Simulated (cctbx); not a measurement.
# A crystallographic session in cctbx: Sm3TiCuTe7

Library: cctbx 2025.11. The data are simulated by the first script.

## 1. Simulate the data

run.py:

```python
from cctbx import adptbx, crystal, miller, sgtbx, xray
from cctbx.array_family import flex
from iotbx.shelx import hklf
from scitbx import matrix
import scitbx.random

cs = crystal.symmetry(unit_cell=(10.34, 10.34, 6.198, 90, 90, 120), space_group_symbol='Hall: P 6c')  # P6_3
atoms = [  # label, site, U (iso, or U11 U22 U33 U12 U13 U23 in A^2), occupancy
    ("Sm1", (0.2146, 0.356, 0.9383), (0.0108, 0.0169, 0.0087, 0.0066, 0.0036, 0.0014), 1),
    ("Te1", (0.7413, 0.8921, 0.4912), (0.0238, 0.0246, 0.0247, 0.0132, -0.0006, 0.0002), 1),
    ("Te2", (1/3, 2/3, 0.759), (0.0140, 0.0140, 0.0156, 0.0070, 0.0000, -0.0000), 1),
    ("Te3", (0.5149, 0.4337, 0.6935), (0.0238, 0.0228, 0.0149, 0.0119, 0.0044, -0.0044), 1),
    ("Cu1", (0, 0, 0.0025), (0.0186, 0.0186, 0.0110, 0.0093, 0.0000, 0.0000), 1),
    ("Ti1", (1/3, 2/3, 0.3666), (0.0134, 0.0134, 0.0219, 0.0067, 0.0000, 0.0000), 1),
]
xs = xray.structure(crystal_symmetry=cs)
for label, site, u, occ in atoms:
    u = adptbx.u_cif_as_u_star(cs.unit_cell(), u) if isinstance(u, tuple) else u
    xs.add_scatterer(xray.scatterer(label, site=site, u=u, occupancy=occ))
xs.set_inelastic_form_factors(1.54184, "sasaki")
xs.show_summary()
p1 = xs.expand_to_p1()
ms = miller.build_set(p1, anomalous_flag=True, d_min=0.83)
flex.set_random_seed(535114)
scitbx.random.set_random_seed(535114)
ms = ms.select(flex.random_double(ms.size()) < 0.95)
i = ms.structure_factors_from_scatterers(p1, algorithm="direct").f_calc().as_intensity_array().data()
i = i * 40000 / flex.max(i)
sig = flex.sqrt(i + flex.pow2(0.04 * i) + 8 ** 2)
noise = scitbx.random.variate(scitbx.random.normal_distribution())(i.size())
data = ms.array(data=i + sig * noise, sigmas=sig).set_observation_type_xray_intensity()
with open("data.hkl", "w") as f:
    data.export_as_shelx_hklf(f)
print("reflections written:", data.size(), " <I/sigma> = %.1f" % flex.mean(data.data() / data.sigmas()))
for h, a, b in list(data.sort("data"))[:12]:
    print("%4d%4d%4d %9.1f %7.1f" % (h + (a, b)))
```

```console
$ python run.py
```

```text
Number of scatterers: 6
At special positions: 3
Unit cell: (10.34, 10.34, 6.198, 90, 90, 120)
Space group: P 63 (No. 173)
reflections written: 4053  <I/sigma> = 17.7
  -4   2   0   40930.6  1597.6
   2  -4   0   40516.5  1597.6
   4  -2   0   38227.9  1597.6
  -2  -2   0   38195.4  1597.6
   0   0   4   37489.1  1612.5
   0   0  -4   31917.2  1383.5
  -2   2  -2   15824.9   635.8
   0  -2  -2   15641.8   635.8
  -2   2   2   15639.0   599.1
   2   0  -2   15623.7   635.8
   2  -2  -2   15372.5   635.8
   0   2  -2   15223.8   635.8
```

Run time: 0.29 s on 1 thread of Arm Neoverse V2 (shared host), peak memory 0.07 GiB.

## 2. Refinement (right model, isotropic)

run.py:

```python
import math
from cctbx import adptbx, crystal, maptbx, sgtbx, xray
from cctbx.array_family import flex
from cctbx.xray import observations
from iotbx.shelx import hklf
from scitbx.lstbx import normal_eqns_solving
from smtbx import absolute_structure, utils
from smtbx.refinement import constraints, least_squares

cs = crystal.symmetry(unit_cell=(10.34, 10.34, 6.198, 90, 90, 120), space_group_symbol='Hall: P 6c')  # P6_3
atoms = [  # label, site, U (iso, or U11 U22 U33 U12 U13 U23 in A^2), occupancy
    ("Sm1", (0.2225, 0.3596, 0.9401), 0.0200, 1),
    ("Te1", (0.7431, 0.8973, 0.4916), 0.0200, 1),
    ("Te2", (1/3, 2/3, 0.7571), 0.0200, 1),
    ("Te3", (0.527, 0.4409, 0.6891), 0.0200, 1),
    ("Cu1", (0, 0, 0.0042), 0.0200, 1),
    ("Ti1", (1/3, 2/3, 0.361), 0.0200, 1),
]
xs = xray.structure(crystal_symmetry=cs)
for label, site, u, occ in atoms:
    u = adptbx.u_cif_as_u_star(cs.unit_cell(), u) if isinstance(u, tuple) else u
    xs.add_scatterer(xray.scatterer(label, site=site, u=u, occupancy=occ))
xs.set_inelastic_form_factors(1.54184, "sasaki")
raw = hklf.reader(file_name="data.hkl").as_miller_arrays(crystal_symmetry=cs, anomalous=True)[0]
merged = raw.eliminate_sys_absent().merge_equivalents()
fo2 = merged.array().set_observation_type_xray_intensity()
print("Rint %.3f, %d unique reflections to %.2f A" % (merged.r_int(), fo2.size(), fo2.d_min()))
for sc in xs.scatterers():
    sc.flags.set_grad_site(True)
    sc.flags.set_grad_u_aniso(sc.flags.use_u_aniso())
    sc.flags.set_grad_u_iso(sc.flags.use_u_iso())
obs = fo2.as_xray_observations()
extra = {}
rep = constraints.reparametrisation(xs, [], utils.connectivity_table(xs), **extra)
ls = least_squares.crystallographic_ls(obs, rep, weighting_scheme=least_squares.mainstream_shelx_weighting(a=0, b=0))
print("cycle     R1     wR2    GooF  max shift (A)")
for cycle in range(8):
    ls.build_up()
    r1, wr2, goof = ls.r1_factor(cutoff_factor=2)[0], ls.wR2(), ls.goof()
    old = xs.sites_cart()
    normal_eqns_solving.levenberg_marquardt_iterations(ls, n_max_iterations=3, tau=1e-06, step_threshold=1e-7)
    big = flex.max((xs.sites_cart() - old).norms())
    print("%4d %7.4f %7.4f %7.3f %9.5f" % (cycle + 1, r1, wr2, goof, big))
    ls.build_up(objective_only=True)
    if abs(ls.wR2() - wr2) < 5e-5 and big < 5e-4:
        break
ls.build_up()
print("final R1 %.4f wR2 %.4f GooF %.3f  parameters %d  data/parameter %.1f" % (ls.r1_factor(cutoff_factor=2)[0], ls.wR2(), ls.goof(), ls.n_parameters, fo2.size() / ls.n_parameters))
cov = ls.covariance_matrix_and_annotations()
su = dict(zip(cov.annotations, (math.sqrt(max(v, 0)) for v in cov.matrix.matrix_packed_u_diagonal())))
a2 = cs.unit_cell().reciprocal_parameters()[0] ** -2
print("atom        x        y        z      Ueq    occ   su(xyz)  su(Uiso or U11)")
for sc in xs.scatterers():
    s = max(su.get(sc.label + k, 0) for k in (".x", ".y", ".z"))
    npd = "" if sc.is_positive_definite_u(cs.unit_cell()) else "  NPD"
    print("%-5s %8.5f %8.5f %8.5f %8.4f %6.3f %8.5f %7.4f%s" % ((sc.label,) + sc.site + (sc.u_iso_or_equiv(cs.unit_cell()), sc.occupancy, s, su.get(sc.label + ".uiso", su.get(sc.label + ".u11", 0) * a2), npd)))
fo = fo2.f_sq_as_f()
fc = fo.structure_factors_from_scatterers(xs, algorithm="direct").f_calc()
diff = fo.f_obs_minus_f_calc(1 / math.sqrt(ls.scale_factor()), fc).average_bijvoet_mates()
m = diff.fft_map(symmetry_flags=maptbx.use_space_group_symmetry, resolution_factor=0.25).apply_volume_scaling()
print("difference map: max %.2f min %.2f rms %.2f" % (m.statistics().max(), m.statistics().min(), m.statistics().sigma()))
peaks = m.peak_search(parameters=maptbx.peak_search_parameters(min_distance_sym_equiv=0.6, max_clusters=6)).all()
near = xs.closest_distances(peaks.sites(), distance_cutoff=4)
sps = cs.special_position_settings(min_distance_sym_equiv=0.5)
for k, (x, h) in enumerate(zip(peaks.sites(), peaks.heights())):
    ss = sps.site_symmetry(x)
    print("Q%-3d %7.4f %7.4f %7.4f %4d %7.2f  %.2f A from %s" % ((k + 1,) + tuple(t % 1 for t in ss.exact_site()) + (ss.multiplicity(), h, near.smallest_distances[k], xs.scatterers()[near.i_seqs[k]].label)))
```

```console
$ python run.py
```

```text
Rint 0.034, 712 unique reflections to 0.83 A
cycle     R1     wR2    GooF  max shift (A)
   1  0.1971  0.4798  19.921   0.11203
   2  0.0349  0.1026   4.260   0.00201
   3  0.0349  0.1026   4.259   0.00006
final R1 0.0349 wR2 0.1026 GooF 4.259  parameters 18  data/parameter 39.6
atom        x        y        z      Ueq    occ   su(xyz)  su(Uiso or U11)
Sm1    0.21463  0.35601  0.93718   0.0125  1.000  0.00019  0.0003
Te1    0.74113  0.89191  0.49050   0.0238  1.000  0.00025  0.0004
Te2    0.33333  0.66667  0.75815   0.0142  1.000  0.00028  0.0005
Te3    0.51485  0.43347  0.69281   0.0212  1.000  0.00022  0.0004
Cu1    0.00000  0.00000  0.00280   0.0172  1.000  0.00084  0.0010
Ti1    0.33333  0.66667  0.36617   0.0140  1.000  0.00095  0.0012
difference map: max 3.24 min -3.74 rms 0.47
Q1    0.1809  0.7700  0.9498    6    3.59  0.51 A from Sm1
Q2    0.0352  0.4839  0.1604    6    3.20  0.47 A from Te3
Q3    0.1060  0.8034  0.9303    6    2.97  0.49 A from Sm1
Q4    0.1206  0.5572  0.2274    6    2.82  0.47 A from Te3
Q5    0.1472  0.3236  0.1032    6    1.52  1.19 A from Sm1
Q6    0.2908  0.7081  0.0908    6    1.25  1.86 A from Ti1
```

Time: 0.59 s.

Figures of merit this high mean that the model is still wrong or incomplete.

## 3. Refinement (right model, anisotropic)

run.py, as its changes from the last script of this kind:

```diff
@@ -12,6 +12,6 @@
-    ("Sm1", (0.2225, 0.3596, 0.9401), 0.0200, 1),
-    ("Te1", (0.7431, 0.8973, 0.4916), 0.0200, 1),
-    ("Te2", (1/3, 2/3, 0.7571), 0.0200, 1),
-    ("Te3", (0.527, 0.4409, 0.6891), 0.0200, 1),
-    ("Cu1", (0, 0, 0.0042), 0.0200, 1),
-    ("Ti1", (1/3, 2/3, 0.361), 0.0200, 1),
+    ("Sm1", (0.21463, 0.35601, 0.93718), 0.0125, 1),
+    ("Te1", (0.74113, 0.89191, 0.4905), 0.0238, 1),
+    ("Te2", (1/3, 2/3, 0.75815), 0.0142, 1),
+    ("Te3", (0.51485, 0.43347, 0.69281), 0.0212, 1),
+    ("Cu1", (0, 0, 0.0028), 0.0172, 1),
+    ("Ti1", (1/3, 2/3, 0.36617), 0.0140, 1),
@@ -23,0 +24 @@
+xs.convert_to_anisotropic()
@@ -56,0 +58,4 @@
+fc = fo2.structure_factors_from_scatterers(xs, algorithm="direct").f_calc()
+absolute_structure.flack_analysis(xs, fo2.as_xray_observations()).show()
+h = absolute_structure.hooft_analysis(fo2, fc, scale_factor=ls.scale_factor())
+print("Hooft y: %.3f(%.0f)  Bijvoet pairs: %d" % (h.hooft_y, 1000 * h.sigma_y, h.n_bijvoet_pairs))
```

```console
$ python run.py
```

```text
Rint 0.034, 712 unique reflections to 0.83 A
cycle     R1     wR2    GooF  max shift (A)
   1  0.0349  0.1026   4.315   0.00644
   2  0.0090  0.0226   0.951   0.00003
final R1 0.0090 wR2 0.0226 GooF 0.951  parameters 36  data/parameter 19.8
atom        x        y        z      Ueq    occ   su(xyz)  su(Uiso or U11)
Sm1    0.21461  0.35602  0.93753   0.0122  1.000  0.00004  0.0001
Te1    0.74129  0.89212  0.49042   0.0238  1.000  0.00006  0.0002
Te2    0.33333  0.66667  0.75820   0.0145  1.000  0.00007  0.0002
Te3    0.51488  0.43369  0.69277   0.0202  1.000  0.00005  0.0002
Cu1    0.00000  0.00000  0.00176   0.0161  1.000  0.00018  0.0003
Ti1    0.33333  0.66667  0.36562   0.0162  1.000  0.00023  0.0004
Flack x: 0.003(2)
Hooft y: -0.000(4)  Bijvoet pairs: 321
difference map: max 0.34 min -0.54 rms 0.10
Q1    0.3333  0.6667  0.0281    2    0.37  1.67 A from Te2
Q2    0.0425  0.2170  0.3913    6    0.35  1.16 A from Te1
Q3    0.2515  0.7042  0.0772    6    0.34  1.93 A from Sm1
Q4    0.2156  0.4861  0.1299    6    0.31  1.61 A from Te3
Q5    0.0679  0.3344  0.3245    6    0.31  1.75 A from Te1
Q6    0.1651  0.3341  0.1039    6    0.30  1.12 A from Sm1
```

Time: 0.49 s.

## 4. Refinement

run.py, as its changes from the last script of this kind:

```diff
@@ -17,0 +18 @@
+    ("Ti2", (0.458, 0.694, 0.828), 0.0300, 1),
@@ -24 +24,0 @@
-xs.convert_to_anisotropic()
@@ -38 +38 @@
-for cycle in range(8):
+for cycle in range(12):
@@ -58,4 +57,0 @@
-fc = fo2.structure_factors_from_scatterers(xs, algorithm="direct").f_calc()
-absolute_structure.flack_analysis(xs, fo2.as_xray_observations()).show()
-h = absolute_structure.hooft_analysis(fo2, fc, scale_factor=ls.scale_factor())
-print("Hooft y: %.3f(%.0f)  Bijvoet pairs: %d" % (h.hooft_y, 1000 * h.sigma_y, h.n_bijvoet_pairs))
```

```console
$ python run.py
```

```text
Rint 0.034, 712 unique reflections to 0.83 A
cycle     R1     wR2    GooF  max shift (A)
   1  0.1210  0.3296  13.723   0.10031
   2  0.0628  0.1798   7.487   0.18603
   3  0.0525  0.1531   6.373   0.14383
   4  0.0489  0.1423   5.923   0.09066
   5  0.0471  0.1370   5.705   0.05772
   6  0.0460  0.1338   5.572   0.03853
   7  0.0452  0.1316   5.477   0.02643
   8  0.0446  0.1298   5.405   0.01834
   9  0.0441  0.1284   5.346   0.01296
  10  0.0436  0.1272   5.297   0.00965
  11  0.0433  0.1262   5.255   0.00801
  12  0.0430  0.1253   5.219   0.00756
final R1 0.0427 wR2 0.1246 GooF 5.186  parameters 22  data/parameter 32.4
atom        x        y        z      Ueq    occ   su(xyz)  su(Uiso or U11)
Sm1    0.21467  0.35605  0.93935   0.0120  1.000  0.00032  0.0004
Te1    0.74110  0.89192  0.49273   0.0233  1.000  0.00041  0.0004
Te2    0.33333  0.66667  0.76022   0.0136  1.000  0.00044  0.0006
Te3    0.51480  0.43339  0.69503   0.0206  1.000  0.00035  0.0004
Cu1    0.00000  0.00000  0.00490   0.0165  1.000  0.00105  0.0013
Ti1    0.33333  0.66667  0.36868   0.0134  1.000  0.00120  0.0015
Ti2    0.51112  0.69493  0.76820   0.3253  1.000  0.00672  0.0242
difference map: max 4.04 min -3.21 rms 0.62
Q1    0.0362  0.4832  0.1629    6    4.09  0.46 A from Te3
Q2    0.1749  0.7691  0.9517    6    3.57  0.46 A from Sm1
Q3    0.1071  0.8026  0.9330    6    3.34  0.47 A from Sm1
Q4    0.1174  0.5578  0.2262    6    3.33  0.46 A from Te3
Q5    0.3333  0.6667  0.7595    2    2.09  0.00 A from Te2
Q6    0.3333  0.6667  0.3129    2    2.00  0.35 A from Ti1
```

Time: 1.1 s.

This run holds a fault made on purpose: spurious atom: Ti2.

## 5. Refinement

run.py, as its changes from the last script of this kind:

```diff
@@ -17,2 +16,0 @@
-    ("Ti1", (1/3, 2/3, 0.36617), 0.0140, 1),
-    ("Ti2", (0.458, 0.694, 0.828), 0.0300, 1),
@@ -24,0 +23 @@
+xs.convert_to_anisotropic()
```

```console
$ python run.py
```

```text
Rint 0.034, 712 unique reflections to 0.83 A
cycle     R1     wR2    GooF  max shift (A)
   1  0.0855  0.2449  10.278   0.00789
   2  0.0734  0.2105   8.836   0.00002
final R1 0.0734 wR2 0.2105 GooF 8.836  parameters 33  data/parameter 21.6
atom        x        y        z      Ueq    occ   su(xyz)  su(Uiso or U11)
Sm1    0.21452  0.35615  0.93768   0.0104  1.000  0.00039  0.0010
Te1    0.74161  0.89279  0.49062   0.0214  1.000  0.00053  0.0015
Te2    0.33333  0.66667  0.75749   0.0138  1.000  0.00064  0.0014
Te3    0.51547  0.43365  0.69290   0.0186  1.000  0.00046  0.0014
Cu1    0.00000  0.00000  0.00195   0.0146  1.000  0.00167  0.0034
difference map: max 28.65 min -2.36 rms 1.08
Q1    0.3333  0.6667  0.3680    2   30.31  2.41 A from Te2
Q2    0.3333  0.6667  0.7780    2    8.11  0.13 A from Te2
Q3    0.3333  0.6667  0.5401    2    7.08  1.35 A from Te2
Q4    0.3333  0.6667  0.0237    2    5.59  1.65 A from Te2
Q5    0.1388  0.7798  0.9378    6    4.81  0.05 A from Sm1
Q6    0.3333  0.6667  0.1606    2    3.63  2.28 A from Te3
```

Time: 0.45 s.

This run holds a fault made on purpose: atom left out: Ti1.

## 6. Refinement

run.py, as its changes from the last script of this kind:

```diff
@@ -12,5 +12,6 @@
-    ("Sm1", (0.21463, 0.35601, 0.93718), 0.0125, 1),
-    ("Te1", (0.74113, 0.89191, 0.4905), 0.0238, 1),
-    ("Te2", (1/3, 2/3, 0.75815), 0.0142, 1),
-    ("Te3", (0.51485, 0.43347, 0.69281), 0.0212, 1),
-    ("Cu1", (0, 0, 0.0028), 0.0172, 1),
+    ("Sm1", (0.78537, 0.64399, 0.06282), 0.0125, 1),
+    ("Te1", (0.25887, 0.10809, 0.5095), 0.0238, 1),
+    ("Te2", (2/3, 1/3, 0.24185), 0.0142, 1),
+    ("Te3", (0.48515, 0.56653, 0.30719), 0.0212, 1),
+    ("Cu1", (0, 0, 0.9972), 0.0172, 1),
+    ("Ti1", (2/3, 1/3, 0.63383), 0.0140, 1),
@@ -56,0 +58,4 @@
+fc = fo2.structure_factors_from_scatterers(xs, algorithm="direct").f_calc()
+absolute_structure.flack_analysis(xs, fo2.as_xray_observations()).show()
+h = absolute_structure.hooft_analysis(fo2, fc, scale_factor=ls.scale_factor())
+print("Hooft y: %.3f(%.0f)  Bijvoet pairs: %d" % (h.hooft_y, 1000 * h.sigma_y, h.n_bijvoet_pairs))
```

```console
$ python run.py
```

```text
Rint 0.034, 712 unique reflections to 0.83 A
cycle     R1     wR2    GooF  max shift (A)
   1  0.1024  0.2791  11.739   0.01081
   2  0.0948  0.2468  10.381   0.00011
final R1 0.0948 wR2 0.2468 GooF 10.381  parameters 36  data/parameter 19.8
atom        x        y        z      Ueq    occ   su(xyz)  su(Uiso or U11)
Sm1    0.78545  0.64424  0.06333   0.0137  1.000  0.00046  0.0013
Te1    0.25841  0.10739  0.50955   0.0260  1.000  0.00066  0.0018
Te2    0.66667  0.33333  0.24333   0.0155  1.000  0.00072  0.0017
Te3    0.48498  0.56651  0.30547   0.0210  1.000  0.00054  0.0017
Cu1    0.00000  0.00000  0.99593   0.0252  1.000  0.00225  0.0046
Ti1    0.66667  0.33333  0.63308   0.0160  1.000  0.00238  0.0048
Flack x: 0.939(11)
Hooft y: 1.067(4)  Bijvoet pairs: 321
difference map: max 11.22 min -2.15 rms 0.67
Q1    0.1418  0.7835  0.5614    6   11.36  0.03 A from Sm1
Q2    0.1086  0.8462  0.0018    6    4.84  0.06 A from Te1
Q3    0.3333  0.6667  0.9376    2    3.45  1.20 A from Te2
Q4    0.0750  0.5090  0.3338    6    3.32  0.19 A from Te3
Q5    0.3333  0.6667  0.4152    2    3.26  1.75 A from Ti1
Q6    0.0000  0.0000  0.1334    2    3.25  0.85 A from Cu1
```

It took 0.49 s on 1 thread of Arm Neoverse V2, on a shared host, peak memory 0.09 GiB.

This run holds a fault made on purpose: the structure inverted.

[Logs are printed without paths, hosts, clocks, repeated set-up lines and the standing remarks that a program may print on its own settings, such as how far it seeks lower states.]
